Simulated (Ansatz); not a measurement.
# Screened interactions in SrAgO3 (cubic perovskite) (Pm-3m)

Aim: U, U′ and J for the Ag d shell of SrAgO3 (cubic perovskite) (Pm-3m).

Program: Ansatz 0.2.0. Level of theory: non-magnetic LDA, then constrained RPA, plane waves, PAW. Results are calculated unless marked as measured.

The structure was built from a prototype and need not be the compound's stable phase.

## (1) Set-up

Symmetry: Pm-3m, No. 221, cubic system. Conventional cell: a = 3.962 Å, b = 3.962 Å, c = 3.962 Å, α = 90.00°, β = 90.00°, γ = 90.00°. Nearest to Sr lie 12 O at 2.80 Å. Ag has 6 O at 1.98 Å nearest. Nearest to O lie 2 Ag at 1.98 Å and 4 Sr at 2.80 Å. Farther neighbours and most contacts between anions are not listed.

The structure was relaxed with LDA. The structure type comes from a generator and need not be one that this composition takes. The structure was generated from a model, not taken from a measurement. The runs that relaxed it are not among those shown. The program's search for lower electronic states was switched off, so nothing shows that the state found is the lowest. The default PAW set here is soft_2. Its files were made with PBE.

## (2) LDA bands and orbital weights

This step: DFT, LDA, plane waves, PAW.

The input, input.yaml:

```yaml
crystal:
  lattice:
    - [0.0, -3.96201305, 0.0]
    - [0.0, 0.0, 3.96201305]
    - [-3.96201305, 0.0, 0.0]
  atoms:
    - { symbol: Sr, position: [0.0, 0.0, 0.0] }
    - { symbol: Ag, position: [0.5, 0.5, 0.5] }
    - { symbol: O, position: [0.5, 0.5, 0.0] }
    - { symbol: O, position: [0.5, 0.0, 0.5] }
    - { symbol: O, position: [0.0, 0.5, 0.5] }
kpoints:
  mp_grid: { grid: [8, 8, 8] }
  band_path:
    path:
      - [[0.0, 0.0, 0.0], [0.0, 0.5, 0.0], [0.5, 0.5, 0.0], [0.0, 0.0, 0.0], [0.5, 0.5, 0.5], [0.0, 0.5, 0.0]]
      - [[0.5, 0.5, 0.5], [0.5, 0.5, 0.0]]
    npoints: 10
hamiltonian:
  xc: lda
scf:
  occupations: { method: gaussian, width: 0.08 }
  n_extra_bands: 19
  max_iter: 150
  lower_state_search: "off"
output:
  eigenvalues: true
  forces: true
  stress: true
  fatbands: true
  write_density: true
  write_potential: true
  elf: true
  volumetric_format: npy
```

Started as:

```console
> ansatz run input.yaml --threads 4 --pin off --max-ram 9216MiB --backend cpu --events-out ev --progress --plain --runs-dir out
```

Numbers of over 12 decimals in the logs are rounded to 6 here.

Log:

```text
scf.n_extra_bands = 19 over 24 filled bands (N_el = 47.0): the run solves 43 bands
Engine: ansatz 0.2.0, aarch64-unknown-linux-gnu
Pseudopotentials: kind: paw
Pseudopotential: Sr, paw, valence charge 10, recommended cutoff 420 eV (normal), Sr.paw.azcp
Pseudopotential: Ag, paw, valence charge 19, recommended cutoff 420 eV (normal), Ag.paw.azcp
Pseudopotential: O, paw, valence charge 6, recommended cutoff 420 eV (normal), O.paw.azcp
Functional definition: SPW92
  exchange = slater_x
  correlation = pw_c
Crystal: 5 atoms, lattice volume = 62.194 Å³
Basis set: ecut = 420 eV, 1213 PW (Γ)
Bands: 43, of which v1, the nominal top of the filled ones, is band 24 counted from 1 (23 counted from 0)
Symmetry: 48 space group operations
Space group: Pm-3m (ITA 221), of the structure as read, at distance tolerance 4.0e-5 Å
k-points: 35 of 512
Non-local potential: Sr, projectors of the file, l = 0: 3, l = 1: 2, l = 2: 2
Non-local potential: Ag, projectors of the file, l = 0: 3, l = 1: 2, l = 2: 2, l = 3: 1
Non-local potential: O, projectors of the file, l = 0: 2, l = 1: 2, l = 2: 1
PAW form: soft (Blöchl's): semilocal exchange-correlation on the pseudo side does not see the compensation charge
PAW frozen core: Sr, regenerated for the run's functional, and the local potential with it (the file was generated under x = pbe(κ = 0.804, μ = 0.219515), c = pbe(β = 0.066725))
PAW frozen core: Ag, regenerated for the run's functional, and the local potential with it (the file was generated under x = pbe(κ = 0.804, μ = 0.219515), c = pbe(β = 0.066725))
PAW frozen core: O, regenerated for the run's functional, and the local potential with it (the file was generated under x = pbe(κ = 0.804, μ = 0.219515), c = pbe(β = 0.066725))
PAW one-centre angular grid: Sr, 110 points (default); XC on 64 Gauss nodes
PAW one-centre angular grid: Ag, 590 points (default); XC on 64 Gauss nodes
PAW one-centre angular grid: O, 110 points (default); XC on 64 Gauss nodes
Initial density: superposition of atomic densities (neutral atoms: chi_scale 0, normalization atom), corrected by the library's trained network
Initial wavefunctions: pseudopotential atomic-orbital guess
Functional: x = slater, c = lda
SCF iter   1: F=—  HF=-12566.371219 eV  |F-HF|=—  |Δ(HF+E_count)|=         —  Δρ=2.14e-2  dr2=3.18e-1  ethr=1.77e-3  ⟨swp⟩=7.8  Hψ=7395  notcnv=0  defer=319
preconditioner: auto → Resta (q_TF=auto, 2.604 Å⁻¹)  ε∞=3.0  [insulator: Δε(μ)=0.282 eV  Ē_g=20.309 eV  σ=0.080 eV  W_gap=0.81  n_scr=18 (ndim 8)  ℏωp=28.6 eV  f_vac=0.005  D(μ)=0.94/eV (n_scr^D=6)  ε∞_Penn≈3.0]
SCF iter   2: F=—  HF=-12566.292912 eV  |F-HF|=—  |Δ(HF+E_count)|=   7.83e-2  Δρ=9.06e-3  dr2=6.72e-2  ethr=6.76e-4  ⟨swp⟩=2.0  Hψ=2036  notcnv=0  defer=401
SCF iter   3: F=—  HF=-12566.270344 eV  |F-HF|=—  |Δ(HF+E_count)|=   2.26e-2  Δρ=1.81e-3  dr2=3.35e-3  ethr=1.43e-4  ⟨swp⟩=2.1  Hψ=1749  notcnv=0  defer=401
SCF iter   4: F=—  HF=-12566.269156 eV  |F-HF|=—  |Δ(HF+E_count)|=   1.19e-3  Δρ=4.34e-4  dr2=1.19e-4  ethr=7.13e-6  ⟨swp⟩=2.5  Hψ=1711  notcnv=0  defer=401
SCF iter   5: F=—  HF=-12566.269122 eV  |F-HF|=—  |Δ(HF+E_count)|=   3.40e-5  Δρ=6.21e-5  dr2=2.29e-6  ethr=2.52e-7  ⟨swp⟩=2.3  Hψ=1739  notcnv=0  defer=401
SCF iter   6: F=—  HF=-12566.269132 eV  |F-HF|=—  |Δ(HF+E_count)|=   1.02e-5  Δρ=1.35e-5  dr2=8.50e-8  ethr=2.13e-10  ⟨swp⟩=16.6  Hψ=13368  notcnv=0
SCF iter   7: F=-12566.269132 eV  HF=-12566.269132 eV  |F-HF|=1.62e-10  |Δ(HF+E_count)|=   7.79e-9  Δρ=1.84e-6  dr2=1.34e-9  ethr=1.81e-10  ⟨swp⟩=7.4  Hψ=7143  notcnv=0
SCF 1 converged in 7 iterations: F = -12566.269132 eV  dr2 = 1.34e-9
  greatest PAW one-centre occupation: 1.003 electrons in one spin orbital (limit 2), on the Ag atom at site 1 (counted from 0), in its partial waves of l = 0
NSCF: frozen V_eff on 62 k-points
SCF converged after 7 iterations
Free energy (F): -12566.269132 eV
Harris-Foulkes:  -12566.269132 eV  (|F-HF|=1.62e-10)
Internal energy: -12566.265225 eV  (E = F + TS)
E sigma→0 (E₀):  -12566.267179 eV
Entropy (-TS):   -0.003907 eV (-0.781 meV/atom)
Fermi energy:    10.075875 eV
--- Per-component energies (eV) ---
  E_band       = -378.374676
  E_kinetic    = 1290.282624
  E_local      = -4536.892446  (includes V_loc(G=0)·N_el)
  E_nonlocal   = 441.124084
  E_hartree    = 1830.576765
  E_xc         = -573.537589
  E_vxc        = -677.120314  (∫ρ·V_xc dr)
  E_paw        = -6802.641409  (= ΣΔE_a)
  E_vpaw       = -556.928843  (= ΣTr[D̂ρ^β])
  E_aug_tail   = 0.007615  (compensation charges beyond the density's cutoff)
  E_ewald      = -4216.494577
  E_core_change = 1.309707  (= ΣΔE_core)
  E_smearing   = -0.003907  (= −TS)
  E_closure    = -0.000000  (closes the sum)
  Σ components = -12566.269132   (vs F -12566.269132, Δ=0.00e0)
--- Forces (eV/Å), atoms counted from 1 ---
  atom   1  Sr    -0.00000000     0.00000000     0.00000000
  atom   2  Ag    -0.00000000    -0.00000000    -0.00000000
  atom   3  O     -0.00000000     0.00000000    -0.00000000
  atom   4  O     -0.00000000     0.00000000     0.00000000
  atom   5  O     -0.00000000     0.00000000     0.00000000
  max |Σ_I F_I| component: 1.13e-28 eV/Å
--- Stress (GPa, compression-positive) ---
        0.090732       0.000000       0.000000
        0.000000       0.090732       0.000000
        0.000000       0.000000       0.090732
  P = ⅓ Tr σ = 0.0907 GPa (0.907 kbar)
--- Band table (eV; the first three rows and the last of 35) ---
  k-point 0: bands = [... 20 lower, 8.9750, 8.9750, 9.3465, 9.3465, 9.3465, 15.6348, 15.6348, 15.6512, ... 15 higher]
  k-point 1: bands = [... 20 lower, 9.0197, 9.0197, 9.3774, 9.3774, 9.5180, 15.8659, 15.8896, 16.0285, ... 15 higher]
  k-point 2: bands = [... 20 lower, 9.0240, 9.0240, 9.5648, 9.5648, 10.1637, 16.4644, 16.5043, 17.0418, ... 15 higher]
  k-point 34: bands = [... 20 lower, 10.0815, 10.0815, 10.0815, 13.6612, 13.6612, 16.9165, 16.9165, 16.9165, ... 15 higher]
```

It took 3.9 s on 4 threads of Arm Neoverse V1, shared host; peak memory 0.4 GiB; 15 s of CPU time.

In the SCF lines HF is the Harris–Foulkes energy and dr2 the Hartree energy of the density residual, in eV; the loop may stop once dr2 is under the threshold and the program's other checks hold. Hψ counts applications of the Hamiltonian.

Numbers from this step:

```yaml
pressure: 0.09073 GPa
```

The electronic bands at the labelled points (eV, zero at the Fermi level):

```csv
point,band 21,band 22,band 23,band 24,band 25,band 26,band 27,band 28
Γ,-1.10,-1.10,-0.73,-0.73,-0.73,5.56,5.56,5.58
halfway,-1.05,-1.05,-0.51,-0.51,0.09,6.39,6.43,6.97
X,-1.12,-1.12,-0.15,-0.15,0.90,7.33,7.36,8.20
halfway,-1.02,-0.80,-0.32,-0.25,2.35,7.75,8.33,8.35
M,-0.99,-0.46,-0.46,-0.07,3.58,7.85,8.25,9.51
halfway,-1.05,-0.79,-0.74,-0.61,1.43,6.95,7.34,7.53
Γ,-1.10,-1.10,-0.73,-0.73,-0.73,5.56,5.56,5.58
halfway,-0.93,-0.93,-0.58,1.39,1.39,7.50,7.51,7.51
R,0.01,0.01,0.01,3.59,3.59,6.84,6.84,6.84
halfway,-0.92,-0.45,-0.15,1.31,2.62,7.85,8.05,8.22
X,-1.12,-1.12,-0.15,-0.15,0.90,7.33,7.36,8.20
jump to R,0.01,0.01,0.01,3.59,3.59,6.84,6.84,6.84
halfway,-0.35,-0.35,-0.03,1.81,3.58,7.34,7.89,7.89
M,-0.99,-0.46,-0.46,-0.07,3.58,7.85,8.25,9.51
```

Of the projections kept (Ag 4d, O 2p), the largest for each band there; the rest of the weight can lie on other orbitals:

```csv
point,band 21,band 22,band 23,band 24,band 25,band 26,band 27,band 28
Γ,O 2p 0.99,O 2p 0.99,O 2p 0.98,O 2p 0.98,O 2p 0.98,Ag 4d 0.01,Ag 4d 0.01,-
X,O 2p 0.97,O 2p 0.97,O 2p 0.82,O 2p 0.82,O 2p 0.41,O 2p 0.06,O 2p 0.10,-
M,O 2p 0.53,O 2p 0.77,O 2p 0.77,O 2p 0.99,O 2p 0.66,O 2p 0.06,O 2p 0.06,O 2p 0.04
Γ,O 2p 0.99,O 2p 0.99,O 2p 0.98,O 2p 0.98,O 2p 0.98,Ag 4d 0.01,Ag 4d 0.01,-
R,O 2p 1.00,O 2p 1.00,O 2p 1.00,O 2p 0.66,O 2p 0.66,-,-,-
X,O 2p 0.97,O 2p 0.97,O 2p 0.82,O 2p 0.82,O 2p 0.41,O 2p 0.06,O 2p 0.10,-
```

Electrostatic potential energy in the ac plane at fractional y = 0.500, with atoms of Ag and O within 0.2 Å of it. With pseudopotentials it is smooth inside the atoms' cores, unlike the true potential.

Ten even steps from '_' (-37 eV) to '@' (16 eV), each cell a mean:
```
@@@@@@@@@@==..__..**@@@@@@@@
@@@@@@@@@@##==--==%%@@@@@@@@
@@@@@@@@@@%%####%%@@@@@@@@@@
@@@@@@@@%%##**++**##@@@@@@@@
++##@@%%##==--::--++##@@%%**
..::**%%++::..__..--**%%==..
____==##==..______::++##--__
__..++##++::____..--**##==..
--++%%%%**--::..::==##%%##==
@@@@@@@@%%**++==++##%%@@@@@@
@@@@@@@@@@%%####%%%%@@@@@@@@
@@@@@@@@@@%%++==**@@@@@@@@@@
@@@@@@@@@@++..__::##@@@@@@@@
@@@@@@@@@@--____..++@@@@@@@@
```
Columns run along a (4.0 Å; values clipped at the 3rd and 97th percentile), rows up along c (4.0 Å). Atoms in or near the plane, at fractional coordinates: Ag at (0.50, 0.50), O at (0.50, 0.00), O at (0.00, 0.50).

ELF in the ac plane at fractional y = 0.500, with atoms of Ag and O within 0.2 Å of it. It is the smooth field of the valence electrons, not physical close to the nuclei.

Values, 14 rows by 14 columns, each cell a mean:
```
0.03 0.04 0.12 0.43 0.74 0.82 0.66 0.49 0.71 0.82 0.67 0.32 0.07 0.03
0.09 0.06 0.07 0.22 0.50 0.70 0.71 0.68 0.72 0.65 0.42 0.15 0.06 0.07
0.40 0.28 0.11 0.09 0.18 0.31 0.40 0.43 0.38 0.27 0.15 0.08 0.15 0.32
0.74 0.63 0.31 0.12 0.12 0.19 0.23 0.24 0.23 0.17 0.11 0.15 0.42 0.67
0.85 0.80 0.53 0.20 0.21 0.38 0.45 0.45 0.45 0.33 0.17 0.27 0.65 0.82
0.67 0.73 0.65 0.28 0.28 0.53 0.68 0.72 0.65 0.45 0.23 0.38 0.72 0.71
0.33 0.56 0.65 0.32 0.29 0.55 0.76 0.84 0.72 0.45 0.24 0.43 0.68 0.49
0.58 0.68 0.65 0.30 0.28 0.54 0.70 0.76 0.68 0.45 0.23 0.40 0.71 0.66
0.83 0.81 0.59 0.23 0.24 0.45 0.54 0.55 0.53 0.38 0.19 0.31 0.70 0.82
0.79 0.70 0.38 0.14 0.14 0.24 0.28 0.29 0.28 0.21 0.12 0.18 0.50 0.74
0.52 0.38 0.15 0.08 0.14 0.23 0.30 0.32 0.28 0.20 0.12 0.09 0.22 0.43
0.16 0.11 0.07 0.15 0.38 0.59 0.65 0.65 0.65 0.53 0.31 0.11 0.07 0.12
0.04 0.04 0.11 0.38 0.70 0.81 0.68 0.56 0.73 0.80 0.63 0.28 0.06 0.04
0.02 0.04 0.16 0.52 0.79 0.83 0.58 0.33 0.67 0.85 0.74 0.40 0.09 0.03
```
Columns run along a (4.0 Å), rows up along c (4.0 Å). Atoms in or near the plane, at fractional coordinates: Ag at (0.50, 0.50), O at (0.50, 0.00), O at (0.00, 0.50).

## (3) Constrained RPA: Ag d + anion p, bands v13 to c1, 4×4×4 mesh, medium accuracy

Constrained RPA screens the interaction with every transition except those inside the target bands, which a later many-body model would treat itself.

This step: constrained RPA on LDA, plane waves, PAW.

input.yaml, the sections that differ from step 2:

```yaml
kpoints:
  mp_grid: { grid: [8, 8, 8] }
output:
  crpa:
    kmesh: [4, 4, 4]
    target_bands: [v13, c1]
    projections: [{ species: Ag, l: d, shell: 4 }, { species: O, l: p, shell: 2 }]
  local_orbitals:
    kmesh: [8, 8, 8]
    orbitals: [{ species: Ag, l: d, shell: 4 }, { species: O, l: p, shell: 2 }]
    window: { bands: [v13, c1] }
    seedname: lo
# crystal, hamiltonian, scf: as in step 2
```

Log:

```text
[...]
Crystal: 5 atoms, lattice volume = 62.194 Å³
Basis set: ecut = 420 eV, 1213 PW (Γ)
Bands: 43, of which v1, the nominal top of the filled ones, is band 24 counted from 1 (23 counted from 0)
[... 1 set-up line as in the run before ...]
[...]
k-points: 35 of 512
[...]
SCF iter   1: F=—  HF=-12566.371219 eV  |F-HF|=—  |Δ(HF+E_count)|=         —  Δρ=2.14e-2  dr2=3.18e-1  ethr=1.77e-3  ⟨swp⟩=7.8  Hψ=7395  notcnv=0  defer=319
[...]
SCF iter   6: F=-12566.269132 eV  HF=-12566.269132 eV  |F-HF|=7.00e-9  |Δ(HF+E_count)|=   2.40e-7  Δρ=1.35e-5  dr2=8.51e-8  ethr=2.13e-10  ⟨swp⟩=10.6  Hψ=8984  notcnv=0
SCF 1 converged in 6 iterations: F = -12566.269132 eV  dr2 = 8.51e-8
[...]
NSCF: frozen V_eff on 38 k-points
[...]
cRPA screening: q 1/64
cRPA screening: q 2/64
cRPA screening: q 8/64 (q-point 3)
cRPA screening: q 11/64 (q-point 6)
cRPA screening: q 17/64 (q-point 7)
cRPA screening: q 29/64 (q-point 8)
cRPA screening: q 35/64 (q-point 11)
cRPA screening: q 38/64 (q-point 22)
cRPA screening: q 40/64 (q-point 23)
cRPA screening: q 46/64 (q-point 24)
cRPA screening: q 52/64 (q-point 27)
cRPA screening: q 58/64 (q-point 28)
cRPA screening: q 64/64 (q-point 43)
SCF converged after 6 iterations
Free energy (F): -12566.269132 eV
[...]
Internal energy: -12566.265227 eV  (E = F + TS)
E sigma→0 (E₀):  -12566.267179 eV
Entropy (-TS):   -0.003905 eV (-0.781 meV/atom)
Fermi energy:    10.075908 eV
[...]
--- Band table (eV; the first three rows and the last of 35) ---
  k-point 0: bands = [... 20 lower, 8.9751, 8.9751, 9.3465, 9.3465, 9.3465, 15.6347, 15.6347, 15.6512, ... 15 higher]
  k-point 1: bands = [... 20 lower, 9.0197, 9.0197, 9.3775, 9.3775, 9.5180, 15.8659, 15.8896, 16.0284, ... 15 higher]
  k-point 2: bands = [... 20 lower, 9.0241, 9.0241, 9.5648, 9.5648, 10.1638, 16.4643, 16.5043, 17.0418, ... 15 higher]
  k-point 34: bands = [... 20 lower, 10.0815, 10.0815, 10.0815, 13.6613, 13.6613, 16.9164, 16.9164, 16.9164, ... 15 higher]
--- cRPA (band scheme, projected local orbitals): target bands 12..25 (1-based), 14 Wannier function(s), 4×4×4 mesh, 50 bands' worth read of 55 solved, ecut_chi 136.0 eV, v(q+G=0) probe_charge, pair densities all_electron ---
  bands read: the sum over 50 bands ends inside a degenerate multiplet in 1 slot, whose members it reads at an even weight; the widest, k=42: bands 49 to 51 (counted from 1) at 2/3 each
  χ-basis size per q: N_G = 208..251
  window electrons = 25.0000, filled by tetrahedron_uncorrected; constrained ε̄⁻¹(q = 0, 0) head = 0.350355; min gauge Gram eig = 0.7499
  Kanamori averages over each shell's own Wannier functions (sites counted from 0, functions from 1):
  Each shell's averages of U are screened by what lies outside the whole window alone: parameters of one model of all the shells.
    Site 1, 4D, 5 of 5 d orbitals (Wannier functions 1, 2, 3, 4, 5; wannier90's mr 1, 2, 3, 4, 5):
      screened: U = 8.9247 eV, U' = 7.7192 eV, J = 0.6033 eV
      screened, to within: U = 2.9e-2 eV, U' = 2.9e-2 eV, J = 8.3e-4 eV
      bare: V = 19.7376 eV, V' = 18.1982 eV, J = 0.7642 eV
    Site 2, 2P, 3 of 3 p orbitals (Wannier functions 6, 7, 8; wannier90's mr 1, 2, 3):
      screened: U = 7.3847 eV, U' = 5.9791 eV, J = 0.7009 eV
      screened, to within: U = 1.3e-2 eV, U' = 1.3e-2 eV, J = 1.1e-3 eV
      bare: V = 18.8017 eV, V' = 17.0041 eV, J = 0.8961 eV
    Site 3, 2P, 3 of 3 p orbitals (Wannier functions 9, 10, 11; wannier90's mr 1, 2, 3):
      screened: U = 7.3847 eV, U' = 5.9791 eV, J = 0.7009 eV
      screened, to within: U = 1.3e-2 eV, U' = 1.3e-2 eV, J = 1.1e-3 eV
      bare: V = 18.8017 eV, V' = 17.0041 eV, J = 0.8961 eV
    Site 4, 2P, 3 of 3 p orbitals (Wannier functions 12, 13, 14; wannier90's mr 1, 2, 3):
      screened: U = 7.3847 eV, U' = 5.9791 eV, J = 0.7009 eV
      screened, to within: U = 1.3e-2 eV, U' = 1.3e-2 eV, J = 1.1e-3 eV
      bare: V = 18.8017 eV, V' = 17.0041 eV, J = 0.8961 eV
  Hermiticity witness max|P − P†| over intra, direct and exchange elements: 1.07e-14 eV (screened), 1.78e-15 eV (bare)
  Reality witness max|Im| over intra, direct and exchange elements: 3.72e-9 eV (screened), 2.39e-12 eV (bare)
```

Wall time 2.8 min (4 threads); peak memory 0.71 GiB.

This step gave:

* U: 8.925 eV
* U prime (inter-orbital): 7.719 eV
* J: 0.6033 eV
* bare V: 19.74 eV
* bare J: 0.7642 eV
* stated bound on U: 0.02822 eV
* U over bare V: 0.4522
* electrons in the window: 25.00
* head of the constrained inverse dielectric matrix: 0.3504
* least eigenvalue of the projection's overlap: 0.7499
* target functions: 14
* bands in the sums: 50
* r.m.s. miss of the model bands: 1.25e-4 eV
* width of the target bands: 11.32 eV
* weight of the projected orbitals in the window: 0.9501

On the Ag d shell, screening brings the on-site interaction from 19.7 eV down to U = 8.92 eV.

Kanamori averages over each shell's functions. Crpa shells, by row:

```csv
site,element,shell,orbitals,U (eV),U' (eV),J (eV),bare V (eV),bare V' (eV),bare J (eV),bound on U (eV)
2,Ag,4D,5,8.925,7.719,0.6033,19.74,18.2,0.7642,0.02822
3,O,2P,3,7.385,5.979,0.7009,18.8,17,0.8961,0.01263
4,O,2P,3,7.385,5.979,0.7009,18.8,17,0.8961,0.01263
5,O,2P,3,7.385,5.979,0.7009,18.8,17,0.8961,0.01263
```

Projected local orbitals of the target window. Electronic bands along the path, in eV, zero at the Fermi level; # counts the bands kept:

```csv
point,#10,#11,#12,#13,#14
Γ,-1.10,-1.10,-0.73,-0.73,-0.73
halfway,-1.05,-1.05,-0.51,-0.51,0.09
X,-1.12,-1.12,-0.15,-0.15,0.90
halfway,-1.02,-0.80,-0.32,-0.25,2.35
M,-0.99,-0.46,-0.46,-0.07,3.58
halfway,-1.05,-0.79,-0.74,-0.61,1.43
Γ,-1.10,-1.10,-0.73,-0.73,-0.73
halfway,-0.93,-0.93,-0.58,1.39,1.39
R,0.01,0.01,0.01,3.59,3.59
halfway,-0.92,-0.45,-0.15,1.31,2.62
X,-1.12,-1.12,-0.15,-0.15,0.90
jump to R,0.01,0.01,0.01,3.59,3.59
halfway,-0.35,-0.35,-0.03,1.81,3.58
M,-0.99,-0.46,-0.46,-0.07,3.58
```

The same for Kohn-Sham, solved directly:

```csv
point,#10,#11,#12,#13,#14
Γ,-1.10,-1.10,-0.73,-0.73,-0.73
X,-1.12,-1.12,-0.15,-0.15,0.90
M,-0.99,-0.46,-0.46,-0.07,3.58
Γ,-1.10,-1.10,-0.73,-0.73,-0.73
R,0.01,0.01,0.01,3.59,3.59
X,-1.12,-1.12,-0.15,-0.15,0.90
R,0.01,0.01,0.01,3.59,3.59
M,-0.99,-0.46,-0.46,-0.07,3.58
```

Onsite levels, by row:

```csv
orbital,level less Fermi level (eV)
Ag2 dz2,-3.42
Ag2 dxz,-4.479
Ag2 dyz,-4.479
Ag2 dx2-y2,-3.42
Ag2 dxy,-4.479
O3 pz,-1.494
O3 px,-2.82
O3 py,-1.494
O4 pz,-2.82
O4 px,-1.494
O4 py,-1.494
O5 pz,-1.494
O5 px,-1.494
O5 py,-2.82
```

Largest distinct elements between sites. Hoppings, by row:

```csv
from,to,cell,distance (Å),t (eV)
Ag2 dz2,O4 pz,0 0 0,1.981,-2.15
Ag2 dx2-y2,O5 py,0 0 0,1.981,-1.862
O5 py,Ag2 dz2,0 0 0,1.981,-1.075
O3 py,Ag2 dxy,0 0 0,1.981,-0.9276
O4 pz,O3 px,0 -1 1,2.802,0.533
O4 py,O5 pz,0 -1 0,2.802,-0.304
O5 px,O3 px,-1 0 0,2.802,0.2729
Ag2 dz2,Ag2 dz2,0 1 0,3.962,0.1566
O4 px,O4 px,0 1 0,3.962,-0.118
Ag2 dx2-y2,Ag2 dx2-y2,0 0 -1,3.962,0.1171
O5 py,O5 py,1 0 0,3.962,-0.0946
O5 px,O4 px,0 0 0,2.802,-0.0783
```

## (4) Results

| Item | Value |
| --- | --- |
| Ag d + anion p | U 8.92 eV, U′ 7.72 eV, J 0.60 eV, bare V 19.7 eV |
| method | constrained RPA on non-magnetic LDA, 4×4×4 mesh, static; search for lower states off |

In words: For Ag d + anion p, screening cuts the on-site interaction from 19.74 eV to 8.92 eV (45 %), while J goes only from 0.76 eV to 0.60 eV: the monopole is screened far more than the multipoles. U − 2J differs from U′ by −0.001 eV, so the Kanamori relation holds well. The parent state is non-magnetic and the interaction static (zero frequency); U depends on the window and the orbitals, so it belongs to this model alone. The bands cross the Fermi level under this constraint, which need not be the crystal's state: magnetic order, correlation or a lattice distortion may open a gap. A window that holds the anion p bands defines a model with explicit ligands; its U belongs to that model and is not the U of DFT+U.

[Paths, hosts, dates, memory and timing lines, banners, echoed tables and standing remarks are left out of the program output.]

[Logs are printed without paths, hosts, clocks, repeated set-up lines and the standing remarks that a program may print on its own settings, such as how far it seeks lower states.]

[Runs of the session that timed out or met a known fault of the program may be left out.]

[Hosts, paths, dates, database ids (printed as entryN), source tags and the programs' standing remarks are cut or masked in the printed files.]
